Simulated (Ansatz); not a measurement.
## Relaxing a frame of liquid dimethylformamide from 298 K (120 atoms)

Wanted: the relaxed structure of a frame of liquid dimethylformamide from 298 K (120 atoms) and its electronic structure.

Main program and level: Ansatz 0.2.0; Kohn-Sham DFT, PBEsol, PAW (set soft_2), plane waves.

This is a report of a sequence of runs, with most program output left out.

## Step 1: Set-up

The cell holds 120 atoms: 30 C, 10 N, 10 O and 70 H. Its edges and angles: a = 10.872 Å, b = 10.872 Å, c = 10.872 Å, α = 90.0°, β = 90.0°, γ = 90.0°. 10 dimethylformamide placed at random, at 0.945 g/cm³; overlaps pushed apart, then 10 ps at 398 K with MMFF94 bonds, angles, torsions, charges and radii (Halgren, J. Comput. Chem. 17, 490 (1996)) in harmonic and 12-6 forms. Snapshot after 20 ps at 298 K and fixed volume. The density is a measured one.

What the set-up can't give: The network of contacts between molecules at the start is that of the classical potential that made the cell. The functional has no dispersion term, which matters for the binding between molecules or layers. Sampling is at Γ alone, for a cell whose shortest periodic width is 11 Å.

## Step 2: Single point at the start

A single point comes first, to see the forces before anything moves.

Contents of input.yaml:

```yaml
crystal:
  lattice:
    - [10.87167, 0.0, 0.0]
    - [0.0, 10.87167, 0.0]
    - [0.0, 0.0, 10.87167]
  atoms:
    - { symbol: C, position: [0.28628, 0.5125, 0.08488] }
    - { symbol: "N", position: [0.3324, 0.5012, 0.21235] }
    - { symbol: C, position: [0.28287, 0.40045, 0.2925] }
    - { symbol: C, position: [0.42009, 0.57865, 0.25242] }
    - { symbol: O, position: [0.47022, 0.57228, 0.35135] }
    - { symbol: H, position: [0.30345, 0.43104, 0.03523] }
    - { symbol: H, position: [0.1899, 0.51477, 0.08274] }
    - { symbol: H, position: [0.3142, 0.59649, 0.04204] }
    - { symbol: H, position: [0.27052, 0.31864, 0.23965] }
    - { symbol: H, position: [0.34999, 0.37599, 0.36741] }
    - { symbol: H, position: [0.1931, 0.43713, 0.32377] }
    - { symbol: H, position: [0.43102, 0.6615, 0.18798] }
    - { symbol: C, position: [0.49194, 0.8889, 0.36467] }
    - { symbol: "N", position: [0.55437, 0.97184, 0.27948] }
    - { symbol: C, position: [0.584, 0.91817, 0.1587] }
    - { symbol: C, position: [0.53881, 0.09546, 0.28647] }
    - { symbol: O, position: [0.57532, 0.16901, 0.20855] }
    - { symbol: H, position: [0.5428, 0.8034, 0.37171] }
    - { symbol: H, position: [0.49547, 0.93599, 0.4518] }
    - { symbol: H, position: [0.39277, 0.87428, 0.33536] }
    - { symbol: H, position: [0.65755, 0.97033, 0.1147] }
    - { symbol: H, position: [0.61625, 0.82108, 0.17381] }
    - { symbol: H, position: [0.50692, 0.924, 0.09044] }
    - { symbol: H, position: [0.5156, 0.12166, 0.38744] }
    - { symbol: C, position: [0.55446, 0.45333, 0.83584] }
    - { symbol: "N", position: [0.63655, 0.51304, 0.92457] }
    - { symbol: C, position: [0.64924, 0.45181, 0.04422] }
    - { symbol: C, position: [0.67598, 0.62824, 0.91477] }
    - { symbol: O, position: [0.72668, 0.69199, 0.99832] }
    - { symbol: H, position: [0.57821, 0.35632, 0.83958] }
    - { symbol: H, position: [0.45667, 0.47447, 0.86558] }
    - { symbol: H, position: [0.56705, 0.48205, 0.73926] }
    - { symbol: H, position: [0.56097, 0.42528, 0.0845] }
    - { symbol: H, position: [0.71455, 0.37621, 0.03773] }
    - { symbol: H, position: [0.69034, 0.52267, 0.10247] }
    - { symbol: H, position: [0.64988, 0.67357, 0.82982] }
    - { symbol: C, position: [0.99061, 0.86815, 0.89588] }
    - { symbol: "N", position: [0.05459, 0.86578, 0.0155] }
    - { symbol: C, position: [0.98451, 0.82819, 0.12435] }
    - { symbol: C, position: [0.18437, 0.87076, 0.03193] }
    - { symbol: O, position: [0.24022, 0.84872, 0.12658] }
    - { symbol: H, position: [0.97102, 0.77151, 0.87281] }
    - { symbol: H, position: [0.89359, 0.90848, 0.91115] }
    - { symbol: H, position: [0.05719, 0.91153, 0.8318] }
    - { symbol: H, position: [0.90725, 0.89111, 0.13269] }
    - { symbol: H, position: [0.94652, 0.73638, 0.11201] }
    - { symbol: H, position: [0.04063, 0.82213, 0.20864] }
    - { symbol: H, position: [0.22848, 0.89619, 0.93964] }
    - { symbol: C, position: [0.65145, 0.65169, 0.58044] }
    - { symbol: "N", position: [0.72806, 0.7362, 0.51819] }
    - { symbol: C, position: [0.79888, 0.8158, 0.59946] }
    - { symbol: C, position: [0.77841, 0.71361, 0.40534] }
    - { symbol: O, position: [0.87301, 0.75552, 0.36019] }
    - { symbol: H, position: [0.70823, 0.60167, 0.64759] }
    - { symbol: H, position: [0.57537, 0.70098, 0.63336] }
    - { symbol: H, position: [0.60506, 0.59546, 0.51473] }
    - { symbol: H, position: [0.85377, 0.88161, 0.5476] }
    - { symbol: H, position: [0.7449, 0.84931, 0.67652] }
    - { symbol: H, position: [0.86904, 0.7587, 0.64334] }
    - { symbol: H, position: [0.7272, 0.64773, 0.35124] }
    - { symbol: C, position: [0.436, 0.16202, 0.93913] }
    - { symbol: "N", position: [0.45909, 0.10346, 0.81529] }
    - { symbol: C, position: [0.54289, 0.99805, 0.81055] }
    - { symbol: C, position: [0.42574, 0.16969, 0.71468] }
    - { symbol: O, position: [0.45544, 0.14684, 0.60768] }
    - { symbol: H, position: [0.41237, 0.08848, 0.00773] }
    - { symbol: H, position: [0.52118, 0.21505, 0.96358] }
    - { symbol: H, position: [0.3467, 0.21511, 0.93526] }
    - { symbol: H, position: [0.63551, 0.03636, 0.82427] }
    - { symbol: H, position: [0.52416, 0.93502, 0.88399] }
    - { symbol: H, position: [0.53834, 0.95612, 0.7285] }
    - { symbol: H, position: [0.36063, 0.24442, 0.74103] }
    - { symbol: C, position: [0.16201, 0.70255, 0.51106] }
    - { symbol: "N", position: [0.23954, 0.66882, 0.62321] }
    - { symbol: C, position: [0.25196, 0.54375, 0.66037] }
    - { symbol: C, position: [0.30954, 0.76008, 0.67263] }
    - { symbol: O, position: [0.38344, 0.74575, 0.75413] }
    - { symbol: H, position: [0.15808, 0.80115, 0.50465] }
    [... 36 atom lines left out ...]
    - { symbol: H, position: [0.81406, 0.1656, 0.91785] }
    - { symbol: H, position: [0.81158, 0.28386, 0.8207] }
    - { symbol: H, position: [0.07106, 0.35552, 0.79603] }
    - { symbol: H, position: [0.1396, 0.35424, 0.94327] }
    - { symbol: H, position: [0.11591, 0.22025, 0.85375] }
    - { symbol: H, position: [0.85822, 0.22054, 0.0917] }
kpoints:
  mp_grid: { grid: [1, 1, 1] }
hamiltonian:
  xc: pbesol
scf:
  occupations: { method: fermi_dirac, width: 0.05 }
output:
  forces: true
  stress: true
  populations: true
  dos:
    method: { smearing: { sigma: 0.08 } }
    de: 0.1
    projected: { site_lists: { C: [C], H: [H], "N": ["N"], O: [O] } }
  eigenvalues: true
```

Command:

```console
$ ansatz run input.yaml --threads 4 --pin off --max-ram 8192MiB --backend cpu --events-out ev --progress --plain --runs-dir out
```

The job ended after 14 s (4 threads of Arm Neoverse V1, shared host; peak memory 1.4 GiB; 53 s of CPU time).

Numbers from this run:

| Property | Result |
| --- | --- |
| free energy | -17894.6345 eV |
| free energy per atom | -149.1220 eV/atom |
| SCF cycles | 11 |
| pressure | 0.8107 GPa |
| r.m.s. force component | 0.8834 eV/Å |
| longest force | 4.819 eV/Å |
| Fermi energy | 1.23 eV |
| gap (highest filled to lowest empty level) | 4.13 eV |
| spilling of the projection | 0.01352 |

The r.m.s. force component of 0.88 eV/Å and the pressure of 0.81 GPa set the starting point.

Neighbours are counted within 1.34 Å (H-C), 1.79 Å (C-N), 1.68 Å (C-O).

Length of the force by element and coordination:

```tsv
element	coordination	atoms	mean length of the force (eV/Å)	spread	least	most
C	all	30	1.68	1.10	0.275	4.82
C	3	10	1.71	0.961	0.345	3.14
C	4	20	1.66	1.16	0.275	4.82
H	all	70	0.966	0.666	0.201	3.96
N	all	10	2.03	0.849	0.831	3.39
O	all	10	1.03	0.722	0.221	2.19
```

## Step 3: Relaxation

With the cell held, the atoms are moved downhill towards a nearby minimum.

input.yaml, the sections that differ from step 2:

```yaml
output:
  forces: true
relax:
  f_tol: 0.05
  max_steps: 200
# crystal, kpoints, hamiltonian, scf: as in step 2
```

Wall time 3.3 min (4 threads); peak memory 1.3 GiB; 13 min of CPU time.

The steps of the relaxation (22 of 32):

```tsv
step	energy less that of the first step (eV)	largest force component (eV/Å)
1	0.0000	4.7909
2	-3.0623	2.1165
4	-4.2976	0.8814
5	-4.5606	0.4317
7	-4.8160	0.4141
8	-4.8895	0.6800
10	-5.0654	0.2932
11	-5.1137	0.4072
13	-5.2338	0.1720
14	-5.2721	0.2147
16	-5.3353	0.2274
17	-5.3579	0.2443
19	-5.3947	0.2984
20	-5.4077	0.2235
22	-5.4307	0.1746
23	-5.4365	0.1455
25	-5.4461	0.0905
26	-5.4485	0.1314
28	-5.4564	0.0552
29	-5.4587	0.1255
31	-5.4627	0.0486
32	-5.4627	0.0487
```

The atoms that moved most (Å):

```tsv
atom	dx	dy	dz	length
H66	-0.042	-1.355	-1.920	2.350
H71	1.207	1.257	-1.201	2.116
H32	-1.161	0.800	1.547	2.094
H70	0.841	0.065	-1.909	2.087
H68	-0.352	-1.301	-1.472	1.996
O101	0.915	1.600	0.653	1.956
H34	0.758	0.555	-1.678	1.923
H57	0.615	-1.441	0.979	1.848
```

The relaxation changed the energy by -45.5 meV/atom, and atoms moved by 1.1 Å r.m.s., 2.4 Å at most.

## Step 4: Local order after relaxation

Bonds before and after, by the cutoffs listed below:

```tsv
pair	bonds before	bonds after	mean before (Å)	mean after (Å)	spread before (Å)	spread after (Å)
H-C	70	70	1.098	1.105	0.030	0.005
C-N	30	30	1.426	1.412	0.054	0.046
C-O	10	10	1.225	1.237	0.017	0.002
```

Density 0.945 g/cm³, 10.71 Å³ an atom.

g(r), total and by pair (bins of 0.2 Å):

```tsv
r (Å)	total	H-H	H-C	H-N	H-O	C-C	C-N
1.00	0.68	0.00	2.31	0.00	0.00	0.00	0.00
1.20	3.78	0.00	11.35	0.00	0.00	0.00	0.00
1.40	1.10	0.00	0.00	0.00	0.00	0.00	26.50
1.60	0.00	0.00	0.00	0.00	0.00	0.00	0.00
1.80	1.33	3.88	0.00	0.00	0.00	0.00	0.00
2.00	1.03	0.24	0.00	8.05	1.70	0.00	0.00
2.20	0.65	0.36	0.00	3.72	0.29	0.00	0.00
2.40	0.93	0.39	0.40	0.00	3.34	5.70	0.00
2.60	0.84	1.20	1.00	0.00	1.41	0.00	0.00
2.80	0.86	0.87	1.32	0.09	0.84	0.00	0.00
3.00	0.60	0.79	0.75	0.24	0.88	0.00	0.00
3.20	0.81	0.84	1.55	0.29	0.28	0.00	0.00
3.40	0.95	0.78	1.56	0.57	0.75	0.00	0.00
3.60	1.04	1.01	1.00	0.50	1.51	0.70	0.26
3.80	1.11	1.40	0.85	0.75	1.48	1.33	0.60
4.00	0.93	1.04	0.68	0.96	1.23	1.14	0.86
4.20	1.04	1.13	0.73	0.86	2.01	1.21	0.47
4.40	1.08	1.18	0.96	1.28	1.12	1.46	0.43
4.60	1.06	0.94	1.03	1.70	0.46	1.17	1.75
4.80	1.04	0.87	1.29	1.14	0.67	1.14	2.00
5.00	0.90	0.78	1.06	0.91	0.50	0.77	1.49
5.20	0.98	0.92	1.07	0.86	0.92	0.88	1.27
```

Bonds by pair of elements; cutoffs follow the first minimum of g(r), held within bounds set by covalent radii, and pairs that aren't listed don't count as bonded:

```tsv
pair A-B	cutoff (Å)	bonds	mean length (Å)	spread (Å)	shortest (Å)	B about A	A about B
H-C	1.34	70	1.10	0.005	1.10	1	2.33
C-N	1.79	30	1.41	0.046	1.34	1	3
C-O	1.62	10	1.24	0.002	1.23	0.333	1
```

How many atoms have how many bonded neighbours:

```tsv
element	mean	1	3	4
C	3.67	0	10	20
H	1	70	0	0
N	3	0	10	0
O	1	10	0	0
```

Bond angles, per cent of each kind in bins of 5°:

```tsv
angle (°)	H-C-N	H-C-H	C-N-C	H-C-O	N-C-O
105–110	38.6	83.3	0.0	0.0	0.0
110–115	61.4	16.7	0.0	0.0	0.0
115–120	0.0	0.0	33.3	0.0	0.0
120–125	0.0	0.0	66.7	100.0	10.0
125–130	0.0	0.0	0.0	0.0	90.0
```

Bond angles (no mean is given where the spread exceeds 20°):

```tsv
angle	count	mean (°)	spread (°)
H-C-N	70	110	1.1
H-C-H	60	109	0.9
C-N-C	30	120	1.7
H-C-O	10	123	0.3
N-C-O	10	125	0.2
```

Bond length by coordination (bonds to H left out):

```tsv
element	coordination	atoms	mean bond length (Å)
C	3	10	1.29
C	4	20	1.44
```

For some of the pairs, g(r) has its first main peak near 1.8 Å (H-H), 1.1 Å (H-C), 2.1 Å (H-N), 2.4 Å (C-C) and 1.4 Å (C-N). Counting bonds as in the table, 67 % of C atoms have 4, all H atoms have 1, all N atoms have 3 and all O atoms have 1 bonded neighbour. The H-C-N angle averages 110° with a spread of 1.1°.

(Part 1 of 2 ends here.)

[Logs are printed without paths, hosts, clocks, repeated set-up lines and the standing remarks that a program may print on its own settings, such as how far it seeks lower states.]

[Hosts, paths, dates, database ids (printed as entryN), source tags and the programs' standing remarks are cut or masked in the printed files.]

[The MMFF94 radii named for the starting cell were scaled by 0.96; in molecules described by MMFF94, hydrogen bound to N, O or S took a small fixed 12-6 site in their place.]
